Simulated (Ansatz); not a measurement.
# Mg on Al(111): change of the work function, part 3 of 4

Aim: the work function of Al(111) at several coverages of Mg (fcc site), and the dipole that each adsorbate carries.

Ansatz 0.2.0; plane-wave DFT, PBE, Ansatz PAW.

So far, work function, upper face (eV): step 2 (the clean slab) 4.02; step 3 (37 atoms, coverage 0.111 ML, cell 3x3) 3.54.

## (4) The covered slab, k-mesh 6×6×1, coverage 0.25 ML

System of this step: Mg/Al(111). The cell holds 17 atoms: 16 Al and 1 Mg. Its edges and angles: a = 5.728 Å, b = 5.728 Å, c = 27.090 Å, α = 90.0°, β = 90.0°, γ = 60.0°. Vacuum lies along c.

Another coverage, to see how the dipoles act on each other as their distance changes.

The input, input.yaml:

```yaml
crystal:
  lattice:
    - [5.7275649276, 0.0, 0.0]
    - [2.8637824638, 4.9602167292, 0.0]
    - [0.0, 0.0, 27.0902784954]
  atoms:
    - { symbol: Al, position: [0.0, 0.0, 0.3322224982] }
    - { symbol: Al, position: [0.1666666667, 0.1666666667, 0.4185364352] }
    - { symbol: Al, position: [0.3333333333, 0.3333333333, 0.5029095475] }
    - { symbol: Al, position: [0.0, 0.0, 0.5890493975] }
    - { symbol: Al, position: [0.0, 0.5, 0.3322224982] }
    - { symbol: Al, position: [0.1666666667, 0.6666666667, 0.4185364352] }
    - { symbol: Al, position: [0.3333333333, 0.8333333333, 0.5029095475] }
    - { symbol: Al, position: [0.0, 0.5, 0.5890493975] }
    - { symbol: Al, position: [0.5, 0.0, 0.3322224982] }
    - { symbol: Al, position: [0.6666666667, 0.1666666667, 0.4185364352] }
    - { symbol: Al, position: [0.8333333333, 0.3333333333, 0.5029095475] }
    - { symbol: Al, position: [0.5, 0.0, 0.5890493975] }
    - { symbol: Al, position: [0.5, 0.5, 0.3322224982] }
    - { symbol: Al, position: [0.6666666667, 0.6666666667, 0.4185364352] }
    - { symbol: Al, position: [0.8333333333, 0.8333333333, 0.5029095475] }
    - { symbol: Al, position: [0.5, 0.5, 0.5890493975] }
    - { symbol: Mg, position: [0.1666666667, 0.1666666667, 0.6677775018] }
kpoints:
  mp_grid: { grid: [6, 6, 1] }
hamiltonian:
  xc: pbe
scf:
  occupations: { method: fermi_dirac, width: 0.1 }
  convergence: { dr2_threshold: 1.0e-08 }
efield:
  axis: 3
  dipole_correction: true
  ramp_position: 0.97
  ramp_width: 0.06
relax:
  f_tol: 0.02
  max_steps: 60
  constraints: [{ sites: [0, 1, 4, 5, 8, 9, 12, 13] }]
output:
  dos: { projected: true, e_range: [-8, 4] }
  write_potential: true
  write_density: true
  volumetric_format: npy
  elf: true
```

Command:

```
ansatz run input.yaml --threads 2 --pin off --max-ram 4096MiB --backend cpu --events-out ev --progress --plain --runs-dir out
```

Standard output:

```text
[...]
Crystal: 17 atoms, lattice volume = 769.634 Å³
Basis set: ecut = 420 eV, 15127 PW (Γ), exchange–correlation on 80×80×384 points (8 copies of the dense FFT grid, shifted against one another)
Bands: 46, of which v1, the nominal top of the filled ones, is band 29 counted from 1 (28 counted from 0)
Symmetry: 6 space group operations
[...]
k-points: 7 of 36 (time reversal used)
[...]
SCF iter   1: F=—  HF=-10520.271788 eV  |F-HF|=—  |Δ(HF+E_count)|=         —  Δρ=1.85e-3  dr2=6.65e-1  ethr=1.77e-3  p=0.142 e·Å  D=3.33e-2 V/Å  ΔV_dip=-0.90 eV  dr2_dipole=4.30e-1  V_vac-E_F(+/−)=3.13/4.03 eV  ⟨swp⟩=19.0  Hψ=2375  notcnv=0
[...]
SCF iter   8: F=-10520.243328 eV  HF=-10520.243328 eV  |F-HF|=9.91e-9  |Δ(HF+E_count)|=   8.69e-8  Δρ=4.31e-7  dr2=4.39e-9  ethr=1.72e-11  p=0.099 e·Å  D=2.34e-2 V/Å  ΔV_dip=-0.63 eV  dr2_dipole=1.40e-10  V_vac-E_F(+/−)=3.40/4.03 eV  ⟨swp⟩=15.4  Hψ=2615  notcnv=0
SCF 1 converged in 8 iterations: F = -10520.243328 eV  dr2 = 4.39e-9
[...]
relax step   1: F+E_penalty+E_count = -10520.24332812 eV  Δ(F+E_penalty+E_count) = +0.000e0 eV  max|allowed force component| = 1.030e0 eV/Å  Δτ_max = 0.0000 Å  (8 SCF iters, accepted)
[...]
SCF iter   7: F=-10520.367764 eV  HF=-10520.367764 eV  |F-HF|=1.19e-8  |Δ(HF+E_count)|=   1.48e-7  Δρ=6.81e-7  dr2=8.78e-9  ethr=1.72e-11  p=0.093 e·Å  D=2.18e-2 V/Å  ΔV_dip=-0.59 eV  dr2_dipole=3.00e-10  V_vac-E_F(+/−)=3.41/4.00 eV  ⟨swp⟩=23.4  Hψ=2507  notcnv=0
SCF 2 converged in 7 iterations: F = -10520.367764 eV  dr2 = 8.78e-9
relax step   2: F+E_penalty+E_count = -10520.36776386 eV  Δ(F+E_penalty+E_count) = -1.244e-1 eV  max|allowed force component| = 1.422e-1 eV/Å  Δτ_max = 0.1980 Å  (7 SCF iters, accepted)
SCF iter   1: F=—  HF=-10520.373483 eV  |F-HF|=—  |Δ(HF+E_count)|=         —  Δρ=3.06e-4  dr2=6.09e-3  ethr=4.22e-5  p=0.093 e·Å  D=2.18e-2 V/Å  ΔV_dip=-0.59 eV  dr2_dipole=7.40e-4  V_vac-E_F(+/−)=3.41/4.00 eV  ⟨swp⟩=3.0  Hψ=769  notcnv=0  defer=4
[...]
SCF iter   6: F=-10520.372705 eV  HF=-10520.372705 eV  |F-HF|=1.29e-8  |Δ(HF+E_count)|=   6.28e-8  Δρ=5.18e-7  dr2=4.71e-9  ethr=1.72e-11  p=0.090 e·Å  D=2.12e-2 V/Å  ΔV_dip=-0.58 eV  dr2_dipole=1.04e-12  V_vac-E_F(+/−)=3.42/3.99 eV  ⟨swp⟩=14.0  Hψ=2236  notcnv=0
SCF 3 converged in 6 iterations: F = -10520.372705 eV  dr2 = 4.71e-9
relax step   3: F+E_penalty+E_count = -10520.37270545 eV  Δ(F+E_penalty+E_count) = -4.942e-3 eV  max|allowed force component| = 4.582e-2 eV/Å  Δτ_max = 0.0244 Å  (6 SCF iters, accepted)
SCF iter   1: F=—  HF=-10520.373309 eV  |F-HF|=—  |Δ(HF+E_count)|=         —  Δρ=1.10e-4  dr2=6.65e-4  ethr=2.04e-5  p=0.090 e·Å  D=2.12e-2 V/Å  ΔV_dip=-0.58 eV  dr2_dipole=9.54e-5  V_vac-E_F(+/−)=3.42/3.99 eV  ⟨swp⟩=2.4  Hψ=688  notcnv=0  defer=3
[...]
SCF iter   5: F=-10520.373144 eV  HF=-10520.373144 eV  |F-HF|=8.12e-9  |Δ(HF+E_count)|=   1.23e-7  Δρ=6.17e-7  dr2=9.75e-9  ethr=1.72e-11  p=0.089 e·Å  D=2.10e-2 V/Å  ΔV_dip=-0.57 eV  dr2_dipole=3.77e-9  V_vac-E_F(+/−)=3.42/3.99 eV  ⟨swp⟩=12.9  Hψ=2319  notcnv=0
SCF 4 converged in 5 iterations: F = -10520.373144 eV  dr2 = 9.75e-9
relax step   4: F+E_penalty+E_count = -10520.37314386 eV  Δ(F+E_penalty+E_count) = -4.384e-4 eV  max|allowed force component| = 3.280e-3 eV/Å  Δτ_max = 0.0173 Å  (5 SCF iters, accepted)
[...]
SCF converged after 5 iterations
Free energy (F): -10520.373144 eV
[...]
Internal energy: -10520.148489 eV  (E = F + TS)
E sigma→0 (E₀):  -10520.260817 eV
Entropy (-TS):   -0.224654 eV (-13.215 meV/atom)
Fermi energy:    0.616212 eV
Dipole field:    D = 0.021058 V/Å  (p = 0.089566 e·Å, saw-weighted, corrected)
Work function:   Φ+ = 3.4198 eV   Φ− = 3.9903 eV
[...]
--- Forces (eV/Å), atoms counted from 1 ---
  atom   1  Al     0.04656569     0.02688471     0.01998940
  atom   2  Al    -0.00000000    -0.00000000    -0.06911483
  atom   3  Al     0.00003211     0.00001854     0.00002505
  atom   4  Al     0.00072045     0.00041595    -0.00070915
  atom   5  Al     0.00000000    -0.05376943     0.01998940
  atom   6  Al     0.02379072    -0.01373558    -0.00678067
  atom   7  Al    -0.00000000    -0.00003708     0.00002505
  atom   8  Al    -0.00000000    -0.00083191    -0.00070915
  atom   9  Al    -0.04656569     0.02688471     0.01998940
  atom  10  Al    -0.00000000     0.02747116    -0.00678067
  atom  11  Al    -0.00003211     0.00001854     0.00002505
  atom  12  Al    -0.00072045     0.00041595    -0.00070915
  atom  13  Al    -0.00000000    -0.00000000     0.03382248
  atom  14  Al    -0.02379072    -0.01373558    -0.00678067
  atom  15  Al    -0.00000000     0.00000000     0.00066001
  atom  16  Al     0.00000000     0.00000000     0.00031124
  atom  17  Mg    -0.00000000    -0.00000000    -0.00328029
  max |Σ_I F_I| component: 2.75e-5 eV/Å
--- Band table (eV; the first three rows and the last of 7) ---
  k-point 0: bands = [... 25 lower, -1.4222, -1.4222, -0.7736, 0.2825, 0.2825, 0.4414, 0.6553, 0.6702, ... 13 higher]
  k-point 1: bands = [... 25 lower, -0.7642, -0.6129, -0.4934, -0.2440, -0.1379, 0.3627, 0.8787, 1.0398, ... 13 higher]
  k-point 2: bands = [... 25 lower, -0.4155, -0.1030, 0.1897, 0.7706, 0.8003, 1.1145, 1.2951, 1.3209, ... 13 higher]
  k-point 6: bands = [... 25 lower, -0.1052, -0.0332, 0.4746, 0.8428, 1.4402, 1.4847, 2.0893, 2.2572, ... 13 higher]
--- Relaxed structure (4 steps of the walk, 4 accepted, 0 SCFs on fresh bases) ---
  F+E_penalty+E_count = -10520.37314386 eV   max|allowed force component| = 3.280e-3 eV/Å
  atoms:
    - { symbol: Al, position: [-1.795949e-17, -1.795949e-17, 0.3322224982] }
    - { symbol: Al, position: [0.166667, 0.166667, 0.4185364352] }
    - { symbol: Al, position: [0.333457, 0.333457, 0.503033] }
    - { symbol: Al, position: [-0.00173733, -0.00173733, 0.588576] }
    - { symbol: Al, position: [0.0, 0.500000, 0.3322224982] }
    - { symbol: Al, position: [0.166667, 0.666667, 0.4185364352] }
    - { symbol: Al, position: [0.333457, 0.833085, 0.503033] }
    - { symbol: Al, position: [-0.00173733, 0.503475, 0.588576] }
    - { symbol: Al, position: [0.500000, -1.795949e-17, 0.3322224982] }
    - { symbol: Al, position: [0.666667, 0.166667, 0.4185364352] }
    - { symbol: Al, position: [0.833085, 0.333457, 0.503033] }
    - { symbol: Al, position: [0.503475, -0.00173733, 0.588576] }
    - { symbol: Al, position: [0.500000, 0.500000, 0.3322224982] }
    - { symbol: Al, position: [0.666667, 0.666667, 0.4185364352] }
    - { symbol: Al, position: [0.833333, 0.833333, 0.502813] }
    - { symbol: Al, position: [0.500000, 0.500000, 0.591895] }
    - { symbol: Mg, position: [0.166667, 0.166667, 0.676625] }
```

Wall time 46 s (2 threads of Arm Neoverse V1, shared host); peak memory 0.91 GiB; 90 s of CPU time.

Step by step:

```
step  energy less that of the first step (eV)  largest force component (eV/Å)
   1                                   0.0000                          1.0295
   2                                  -0.1244                          0.1422
   3                                  -0.1294                          0.0458
   4                                  -0.1298                          0.0033
```

The run keeps the 6 symmetry operations that the program found, so distortions that break them were not tested.

The atoms that moved most (Å):

```
atom      dx      dy      dz  length
Mg17   0.000   0.000   0.240   0.240
Al16   0.000   0.000   0.077   0.077
 Al4  -0.015  -0.009  -0.013   0.021
Al12   0.015  -0.009  -0.013   0.021
 Al8   0.000   0.017  -0.013   0.021
```

Final coordinates:

```xyz
17
Lattice="5.7276 0.0000 0.0000 2.8638 4.9602 0.0000 0.0000 0.0000 27.0903" Properties=species:S:1:pos:R:3
Al    0.0000    0.0000    9.0000
Al    1.4319    0.8267   11.3383
Al    2.8648    1.6540   13.6273
Al   -0.0149   -0.0086   15.9447
Al    1.4319    2.4801    9.0000
Al    2.8638    3.3068   11.3383
Al    4.2957    4.1323   13.6273
Al    1.4319    2.4973   15.9447
Al    2.8638    0.0000    9.0000
Al    4.2957    0.8267   11.3383
Al    5.7265    1.6540   13.6273
Al    2.8787   -0.0086   15.9447
Al    4.2957    2.4801    9.0000
Al    5.7276    3.3068   11.3383
Al    7.1595    4.1335   13.6213
Al    4.2957    2.4801   16.0346
Mg    1.4319    0.8267   18.3300
```

This step gave:

```yaml
energy_at_zero_smearing: -10520.2608 eV
work_function_upper_face: 3.420 eV
work_function_lower_face: 3.990 eV
dipole_along_the_normal: 0.08957 e·Å
step_between_the_vacuum_levels: -0.5705 eV
```

The density of states has structure finer than the step of the table below, so its rows give means over 0.25 eV. Peaks (eV: height): -4.690: 15.1, -3.250: 18.6, -2.980: 32.0, -1.740: 14.0, -1.650: 16.8, 0.510: 14.4, 1.350: 16.0.

The density of states by energy, zero at the Fermi level; means over each step:

```
energy (eV)  density of states (states/eV a cell)
      -7.75                                  4.26
      -7.50                                  4.52
      -7.25                                  3.27
      -7.00                                  3.03
      -6.75                                  2.51
      -6.50                                  5.64
      -6.25                                  4.69
      -6.00                                  5.09
      -5.75                                  3.32
      -5.50                                  3.95
      -5.25                                  4.38
      -5.00                                  5.96
      -4.75                                  9.80
      -4.50                                  2.14
      -4.25                                  2.80
      -4.00                                  5.50
      -3.75                                  8.00
      -3.50                                  6.17
      -3.25                                  6.40
      -3.00                                  8.54
      -2.75                                  5.85
      -2.50                                  7.76
      -2.25                                  5.66
      -2.00                                  4.07
      -1.75                                  9.05
      -1.50                                  5.43
      -1.25                                  7.01
      -1.00                                  7.32
      -0.75                                  7.34
      -0.50                                  9.93
      -0.25                                  7.89
       0.00                                  6.34
       0.25                                  7.00
       0.50                                  10.4
       0.75                                  8.70
       1.00                                  7.81
       1.25                                  8.73
       1.50                                  7.73
       1.75                                  6.62
```

Projected DOS per atom over height of the atomic layer and energy from the Fermi level. Layers: Al4 Al4 Al4 Al4 Mg from below.

Ten even steps from '0' (0.01 states/eV) to '9' (0.76 states/eV), each cell a mean:
```
43450
55552
65465
65577
54452
75579
55557
44444
64461
54450
46541
43341
65560
22230
44440
53350
22230
33330
34440
12220
23320
23330
```
Columns: height of the atomic layer (Å) from 9 to 18.3; rows upwards: energy from the Fermi level (eV) from -7.96 to 1.95.

ELF in the ca plane at fractional y = 0.167, with atoms of Al and Mg within 0.2 Å of it. It is the smooth field of the valence electrons, not physical close to the nuclei.

Values, 8 rows by 16 columns, each cell a mean:
```
0.51 0.52 0.57 0.50 0.52 0.62 0.57 0.63 0.51 0.50 0.83 0.71 0.25 0.02 0.00 0.00
0.56 0.52 0.39 0.58 0.58 0.47 0.55 0.65 0.34 0.26 0.28 0.12 0.02 0.00 0.00 0.00
0.53 0.38 0.14 0.61 0.53 0.29 0.46 0.60 0.23 0.06 0.02 0.01 0.00 0.00 0.00 0.00
0.55 0.52 0.36 0.58 0.58 0.45 0.54 0.65 0.33 0.23 0.25 0.10 0.01 0.00 0.00 0.00
0.51 0.52 0.57 0.50 0.52 0.62 0.57 0.63 0.51 0.52 0.82 0.68 0.22 0.02 0.00 0.00
0.56 0.52 0.39 0.58 0.58 0.46 0.55 0.61 0.30 0.20 0.65 0.94 0.63 0.10 0.00 0.00
0.54 0.39 0.14 0.61 0.53 0.27 0.44 0.53 0.25 0.34 0.46 0.97 0.75 0.16 0.00 0.00
0.56 0.52 0.36 0.58 0.59 0.44 0.54 0.61 0.28 0.21 0.63 0.95 0.64 0.10 0.00 0.00
```
Columns run along c (16.0 Å, from fractional 0.34 to 0.93 of the cell), rows up along a (5.7 Å). Atoms in or near the plane, at fractional coordinates: Al at (0.42, 0.17), Al at (0.42, 0.67), Mg at (0.68, 0.17).

Electrostatic potential energy in the ca plane at fractional y = 0.167, with atoms of Al and Mg within 0.2 Å of it. With pseudopotentials it is smooth inside the atoms' cores, unlike the true potential.

Ten even steps from '0' (-18 eV) to '9' (4 eV), each cell a mean:
```
25788777886313577422578877788999999999999999
25788777886313577422578999999999999999999999
56775223677545788655689999999999999999999999
78861110378777898877899999999999999999999999
88740452168888999888899999999999999999999999
88850241268888899888899999999999999999999999
67863001577666788766789999999999999999999999
36787556787434677533579999999999999999999999
25788777886312577422478888889999999999999999
36787556787434677533578765678999999999999999
67863001577666788766787521147899999999999999
88850241268888899888887200016899999999999999
88840452168888999988886200015899999999999999
78861110378777898877887300026899999999999999
56775223677545788655688643467899999999999999
```
Columns run along c (16.0 Å, from fractional 0.34 to 0.93 of the cell; values clipped at the 3rd and 97th percentile), rows up along a (5.7 Å). Atoms in or near the plane, at fractional coordinates: Al at (0.42, 0.17), Al at (0.42, 0.67), Mg at (0.68, 0.17).

Valence density in the ca plane at fractional y = 0.167, with atoms of Al and Mg within 0.2 Å of it. It is the smooth field of the valence electrons, not physical close to the nuclei.

Ten steps, logarithmic in the rise over the least value, from '0' (0 e/Å³) to '9' (23 e/Å³), each cell a mean:
```
11111111111111111111110000000000000000000000
11111111111111111111110000000000000000000000
11111111111111111111100000000000000000000000
11111001111111101111100000000000000000000000
11111000111111000111100000000000000000000000
11111000111111100111100000000000000000000000
11111111111111111111100000000000000000000000
11111111111111111111110000000000000000000000
11111111111111111111110000000000000000000000
11111111111111111111110000000000000000000000
11111111111111111111111124300000000000000000
11111000111111100111111278720000000000000000
11111000111111000111111289830000000000000000
11111001111111101111111157510000000000000000
11111111111111111111110011100000000000000000
```
Columns run along c (16.0 Å, from fractional 0.34 to 0.93 of the cell), rows up along a (5.7 Å). Atoms in or near the plane, at fractional coordinates: Al at (0.42, 0.17), Al at (0.42, 0.67), Mg at (0.68, 0.17).

The relaxation took 4 steps and lowered the energy by 0.13 eV; the largest force on the free atoms ends at 0.0033 eV/Å.

By hand: a sheet of dipoles makes a step −p/(ε₀A) in the electron's potential. With e/ε₀ = 180.95 V·Å, p = 0.08957 e·Å and A = 28.41 Å², that is −180.95 × (0.08957) / 28.41 = -0.570 eV, and the two vacuum levels of the run differ by -0.570 eV.

The covered face has 3.42 eV, -0.60 eV against the clean one; the bare back face has moved by -0.03 eV, a measure of how thin the slab is.

## (5) The covered slab, k-mesh 6×6×1, coverage 0.5 ML

System of this step: Mg/Al(111). The cell holds 18 atoms: 16 Al and 2 Mg. Its edges and angles: a = 5.728 Å, b = 5.728 Å, c = 27.090 Å, α = 90.0°, β = 90.0°, γ = 60.0°. Vacuum lies along c.

Another coverage, to see how the dipoles act on each other as their distance changes.

input.yaml, as its differences from that of step 4:

```diff
@@ -23,2 +23,3 @@
     - { symbol: Mg, position: [0.1666666667, 0.1666666667, 0.6677775018] }
+    - { symbol: Mg, position: [0.6666666667, 0.1666666667, 0.6677775018] }
 kpoints:
```

Standard output:

```text
[...]
Crystal: 18 atoms, lattice volume = 769.634 Å³
Basis set: ecut = 420 eV, 15127 PW (Γ), exchange–correlation on 80×80×384 points (8 copies of the dense FFT grid, shifted against one another)
Bands: 52, of which v1, the nominal top of the filled ones, is band 34 counted from 1 (33 counted from 0)
Symmetry: 4 space group operations
[...]
- { symbol: Al, position: [0.500000, 0.5, 0.3322224982] }
    - { symbol: Al, position: [0.666667, 0.6666666667, 0.4185364352] }
    - { symbol: Al, position: [0.833062, 0.833876, 0.502173] }
    - { symbol: Al, position: [0.497265, 0.505470, 0.589781] }
    - { symbol: Mg, position: [0.193806, 0.112388, 0.678614] }
    - { symbol: Mg, position: [0.693806, 0.112388, 0.678614] }
[key lines of the parts left out:]
SCF converged after 6 iterations
Free energy (F): -12444.251923 eV
Fermi energy:    0.832900 eV
Dipole field:    D = 0.013616 V/Å  (p = 0.057911 e·Å, saw-weighted, corrected)
Work function:   Φ+ = 3.6379 eV   Φ− = 4.0067 eV
```

Run time: 2 min. Hardware: 2 threads; peak memory 1.1 GiB; 3.9 min of CPU time.

Step by step:

```
step  energy less that of the first step (eV)  largest force component (eV/Å)
   1                                   0.0000                          1.1640
   2                                  -0.3245                          0.1891
   3                                  -0.3456                          0.0373
   4                                  -0.3513                          0.0264
   5                                  -0.3525                          0.0053
```

Forces are held to the 4 operations that the program found; a distortion that breaks them can't arise in this run.

The atoms that moved most (Å):

```
atom     dx      dy      dz  length
Mg18  0.000  -0.269   0.294   0.398
Mg17  0.000  -0.269   0.294   0.398
 Al4  0.000   0.006  -0.056   0.056
Al12  0.000   0.006  -0.056   0.056
Al16  0.000   0.027   0.020   0.034
 Al8  0.000   0.027   0.020   0.034
 Al3  0.000   0.019   0.008   0.021
Al11  0.000   0.019   0.008   0.021
```

The relaxed structure:

```cif
data_structure
_symmetry_space_group_name_H-M 'P 1'
_symmetry_Int_Tables_number 1
_cell_length_a 5.7276
_cell_length_b 5.7276
_cell_length_c 27.0903
_cell_angle_alpha 90.000
_cell_angle_beta 90.000
_cell_angle_gamma 60.000
_cell_volume 769.63
loop_
_atom_site_label
_atom_site_type_symbol
_atom_site_fract_x
_atom_site_fract_y
_atom_site_fract_z
_atom_site_occupancy
Al1 Al 0.00000 0.00000 0.33222 1
Al2 Al 0.16667 0.16667 0.41854 1
Al3 Al 0.33137 0.33726 0.50319 1
Al4 Al 0.99941 0.00118 0.58699 1
Al5 Al 0.00000 0.50000 0.33222 1
Al6 Al 0.16667 0.66667 0.41854 1
Al7 Al 0.33306 0.83388 0.50217 1
Al8 Al 0.99727 0.50547 0.58978 1
Al9 Al 0.50000 0.00000 0.33222 1
Al10 Al 0.66667 0.16667 0.41854 1
Al11 Al 0.83137 0.33726 0.50319 1
Al12 Al 0.49941 0.00118 0.58699 1
Al13 Al 0.50000 0.50000 0.33222 1
Al14 Al 0.66667 0.66667 0.41854 1
Al15 Al 0.83306 0.83388 0.50217 1
Al16 Al 0.49727 0.50547 0.58978 1
Mg17 Mg 0.19381 0.11239 0.67861 1
Mg18 Mg 0.69381 0.11239 0.67861 1
```

The relaxation took 5 steps and lowered the energy by 0.35 eV; the largest force on the free atoms ends at 0.0053 eV/Å.

The covered face has 3.64 eV, -0.38 eV against the clean one; the bare back face has moved by -0.01 eV, a measure of how thin the slab is.

(Continued in part 4 of 4.)

[Long decimals in the printed logs are rounded to 6 places.]

[Logs are printed without paths, hosts, clocks, repeated set-up lines and the standing remarks that a program may print on its own settings, such as how far it seeks lower states.]

[Hosts, paths, dates, database ids (printed as entryN), source tags and the programs' standing remarks are cut or masked in the printed files.]

[Maps of the electrostatic potential energy from Ansatz leave out the sawtooth potential of an applied field or a dipole correction, so their vacuum need not be flat; planar profiles and work functions include it.]

[The density of states shown here was stored with 400 of the rows of the run's finer table, so its peaks can read low, often by over a quarter, or be missed, and its means over a window can be off by a tenth or more.]
